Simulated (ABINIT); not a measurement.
An input for ABINIT 10.8.3 (FeAs2 (Lollingite)):

```
acell 3*1.0 Angstrom
rprim 
  5.301200000000 0.000000000000 0.000000000000
  0.000000000000 5.985800000000 0.000000000000
  0.000000000000 0.000000000000 2.882200000000
ntypat 2
znucl 26 33
natom 6
typat 1 1 2 2 2 2
xred 
  0.000000000000 0.000000000000 -0.000000000000
  0.500000000000 0.500000000000 0.500000000000
  0.176300000000 0.362400000000 -0.000000000000
  0.823700000000 0.637600000000 -0.000000000000
  0.676300000000 0.137600000000 0.500000000000
  0.323700000000 0.862400000000 0.500000000000
pp_dirpath "pseudos"
pseudos "Fe.upf, As.upf"
ecut 65
ngkpt 2 2 4
nshiftk 1
shiftk 0 0 0
kptopt 1
chksymbreak 0
istwfk *1
occopt 1
irdwfk 1
optdriver 99
bs_calctype 1
mbpt_sciss 0.156 eV
bs_loband 49
nband 70
bs_exchange_term 1
bs_coulomb_term 11
bs_coupling 0
bs_algorithm 1
bs_freq_mesh 0 7 0.05 eV
zcut 0.15 eV
ecuteps 3.6
ecutwfn 32.5
inclvkb 2
irdscr 1
indata_prefix "in"
outdata_prefix "out"
tmpdata_prefix "tmp"
```

```sh
OMP_NUM_THREADS=1 mpirun -n 4 abinit run.abi > log
```

Q: How long will it take on 4 MPI ranks of Arm Neoverse V2, shared host, and how much memory?

It took 2.4 min; on shared hardware allow 72 s to 4.8 min. Peak host memory was 1.6 GiB.

The kernel grows as the square of the matrix size, and full diagonalisation as its cube.

[Paths, hosts, dates, memory and timing lines, banners, echoed tables and standing remarks are left out of the program output.]

[Logs are printed without paths, hosts, clocks, repeated set-up lines and the standing remarks that a program may print on its own settings, such as how far it seeks lower states.]

[Runs of the session that timed out or met a known fault of the program may be left out.]

[Hosts, paths, dates, database ids (printed as entryN), source tags and the programs' standing remarks are cut or masked in the printed files.]

[G0W0 gaps are taken among the corrected bands and points alone; a level outside them can change the order at an edge.]

[Where Ansatz stands beside ABINIT at settings called matched, ABINIT's density can come from a denser mesh and the files from another edition; pairs whose starting gaps differed by over 0.03 eV were left out, so agreement reads better than it is.]
